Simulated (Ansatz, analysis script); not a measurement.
# Magnetovolume effects in a linear Mo chain, spacing 2.395 Å, part 2 of 2

How do the moments of a linear Mo chain, spacing 2.395 Å answer to compression and expansion?

Ansatz 0.2.0; PBE, PAW set soft_1.

So far. Step 6 (Factor 0.96, typed moments): It ends non-magnetic, with 0 μB on the largest site. Step 7 (Factor 1.05, typed moments): It ends ferromagnetic, with 1.64 μB on the largest site.

## Step 8: Factor 1.16, typed moments

Level of this step: Ansatz DFT, collinear, cell scaled along its periodic directions; PBE, PAW set soft_1; PAW set soft_1 (Ansatz).

File input.yaml:

```yaml
crystal:
  lattice:
    - [12.0, 0.0, 0.0]
    - [0.0, 12.0, 0.0]
    - [0.0, 0.0, 2.7782]
  atoms:
    - { symbol: Mo, position: [0.5, 0.5, 0.0], spin: 1.0 }
magnetization:
  spin_polarized: true
kpoints:
  mp_grid: { grid: [1, 1, 46] }
hamiltonian:
  xc: pbe
  pseudopotentials: { kind: paw, azcp: { folder: soft_1 } }
scf:
  occupations: { method: fermi_dirac, width: 0.05 }
  max_iter: 120
  convergence: { dr2_threshold: 1.0e-08 }
  lower_state_search: "off"
basis:
  ecutwfc: 420.0
output:
  stress: true
```

Launch:

```console
$ ansatz run input.yaml --threads 1 --pin off --max-ram 2560MiB --backend cpu --events-out ev --progress --plain --runs-dir out
```

Numbers of over 12 decimals in the logs are rounded to 6 here.

The program printed:

```text
[...]
Crystal: 1 atoms, lattice volume = 400.061 Å³
Basis set: ecut = 420 eV, 7881 PW (Γ)
Bands: 12, of which v1, the nominal top of the filled ones, is band 7 counted from 1 (6 counted from 0)
Symmetry: 16 space group operations
[...]
k-points: 24 of 46
[...]
Internal energy: -4950.573357 eV  (E = F + TS)
E sigma→0 (E₀):  -4950.580673 eV
Entropy (-TS):   -0.014632 eV (-14.632 meV/atom)
Fermi energy:    -2.956230 eV
[...]
--- Stress (GPa, compression-positive) ---
       -0.000452       0.000000       0.000000
        0.000000      -0.000452       0.000000
        0.000000       0.000000      -1.722382
  P = ⅓ Tr σ = -0.5744 GPa (-5.744 kbar)
[key lines of the parts left out:]
SCF converged after 12 iterations
Magnetization: 3.5902 μB (8.7951 up, 5.2049 down)
Free energy (F): -4950.587989 eV
```

The job ended after 14 s (1 thread of Arm Neoverse V1, shared host; peak memory 0.59 GiB).

It ends ferromagnetic, with 2.40 μB on the largest site.

## Step 9: Factor 1.23, no spin

input.yaml, the sections that differ from step 8:

```yaml
crystal:
  lattice:
    - [12.0, 0.0, 0.0]
    - [0.0, 12.0, 0.0]
    - [0.0, 0.0, 2.94585]
  atoms:
    - { symbol: Mo, position: [0.5, 0.5, 0.0] }
scf:
  occupations: { method: fermi_dirac, width: 0.05 }
  max_iter: 120
  convergence: { dr2_threshold: 1.0e-08 }
# kpoints, hamiltonian, basis, output: as in step 8
# magnetization: removed
```

The program printed:

```text
[...]
Crystal: 1 atoms, lattice volume = 424.202 Å³
Basis set: ecut = 420 eV, 8209 PW (Γ)
Bands: 11, of which v1, the nominal top of the filled ones, is band 7 counted from 1 (6 counted from 0)
Symmetry: 16 space group operations
[...]
k-points: 24 of 46
[...]
SCF iter   1: F=—  HF=-4949.586035 eV  |F-HF|=—  |Δ(HF+E_count)|=         —  Δρ=1.55e-2  dr2=1.39e0  ethr=3.10e-3  ⟨swp⟩=5.5  Hψ=1616  notcnv=0
[...]
SCF iter  10: F=-4949.256457 eV  HF=-4949.256457 eV  |F-HF|=5.27e-9  |Δ(HF+E_count)|=   1.69e-8  Δρ=1.22e-6  dr2=7.74e-9  ethr=7.14e-11  ⟨swp⟩=3.8  Hψ=1018  notcnv=0
SCF 1 converged in 10 iterations: F = -4949.256457 eV  dr2 = 7.74e-9
[...]
SCF converged after 10 iterations
Free energy (F): -4949.256457 eV
[...]
Internal energy: -4949.197620 eV  (E = F + TS)
E sigma→0 (E₀):  -4949.227038 eV
Entropy (-TS):   -0.058837 eV (-58.837 meV/atom)
Fermi energy:    -3.476795 eV
[...]
--- Stress (GPa, compression-positive) ---
       -0.001005       0.000000       0.000000
        0.000000      -0.001005       0.000000
        0.000000       0.000000      -3.773658
  P = ⅓ Tr σ = -1.2586 GPa (-12.586 kbar)
```

Wall time 7 s (1 thread); peak memory 0.47 GiB.

This is the reference without moments at this size.

18 more runs differ from these in the same keys alone and are tabled below.

## Step 10: A run with settings changed

A test of how the program answers to a changed input.

input.yaml, the sections that differ from step 9:

```yaml
crystal:
  lattice:
    - [12.0, 0.0, 0.0]
    - [0.0, 12.0, 0.0]
    - [0.0, 0.0, 2.1076]
  atoms:
    - { symbol: Mo, position: [0.5, 0.5, 0.0], spin: 1.0 }
magnetization:
  spin_polarized: true
  initial_magnetization: 17.5
scf:
  occupations: { method: fermi_dirac, width: 0.05 }
  max_iter: 80
  convergence: { dr2_threshold: 1.0e-08 }
  lower_state_search: "off"
# kpoints, hamiltonian, basis, output: as in step 9
```

Launch:

```console
$ ansatz run input.yaml --threads 2 --pin off --max-ram 5120MiB --backend cpu --events-out ev --progress --plain --runs-dir out
```

The program printed:

```text
Error: inconsistent input (crystal.atoms[].spin, magnetization.initial_magnetization): Σ_i spin_i = 1.000000 μB but magnetization.initial_magnetization = 17.500000 μB (|Δ| = 1.65e1 > 1e-4); adjust per-atom `spin:`, `per_species`, or `initial_magnetization` to agree
```

Wall time 0.03 s (2 threads); peak memory 0.033 GiB.

The program refused the input before any cycle.

The program's message: “Error: inconsistent input (crystal.atoms[].spin, magnetization.initial_magnetization): Σ_i spin_i = 1.000000 μB but magnetization.initial_magnetization = 17.500000 μB (|Δ| = 1.65e1 > 1e-4); adjust per …”

The change that led to it: magnetization = {"initial_magnetization": 17.5}.

## Step 11: Analysis

```
factor  E typed (meV/atom)  E small  E no spin  largest moment, typed (μB)  small   state, typed   state, small
  0.88               105.8    105.8      105.8                        0.00   0.00   non-magnetic   non-magnetic
  0.92                 0.0      0.0        0.0                        0.00   0.00   non-magnetic   non-magnetic
  0.96                80.4     80.4       80.4                        0.00   0.00   non-magnetic   non-magnetic
     1               280.1    280.1      280.1                        0.00   0.00   non-magnetic   non-magnetic
  1.05               421.2    421.2      628.9                        1.64   1.64  ferromagnetic  ferromagnetic
   1.1               588.1    588.1     1037.1                        2.02   2.02  ferromagnetic  ferromagnetic
  1.16               803.4    803.4     1547.7                        2.40   2.40  ferromagnetic  ferromagnetic
  1.23               959.7    959.7     2134.9                        3.56   3.56  ferromagnetic  ferromagnetic
```

## Step 12: Results

| Property | Result |
| --- | --- |
| lowest run | factor 0.92, typed moments |
| largest moment, typed start | 0 μB at 0.88 to 3.56 μB at 1.23 |
| gain by magnetism | 0.0 to 1175.2 meV/atom |

From a factor of 0.88 to 1.23 the largest moment goes from 0 to 3.56 μB. The moment is lost at factors of 1 or less among those run. Site moments are taken in spheres that grow with the cell. It rises fastest, by 1.6 μB between 1 and 1.05; the grid is too coarse to tell a step from a steep rise. Both magnetic starts, which share one pattern of signs, end on one state at every size; other orders were not tried. The cell's shape and the atoms were not relaxed. The 24 scaled-cell runs took 5.8 min of wall time, added up.

[Logs and program files are shortened in this print: banners, set-up blocks, solver, clock and traceback lines can be left out without a mark of their own.]

[Logs are printed without paths, hosts, clocks, repeated set-up lines and the standing remarks that a program may print on its own settings, such as how far it seeks lower states.]

[Hosts, paths, dates, database ids (printed as entryN), source tags and the programs' standing remarks are cut or masked in the printed files.]

[Where the input sets lower_state_search to off, the program did not look for lower states, so one may exist.]
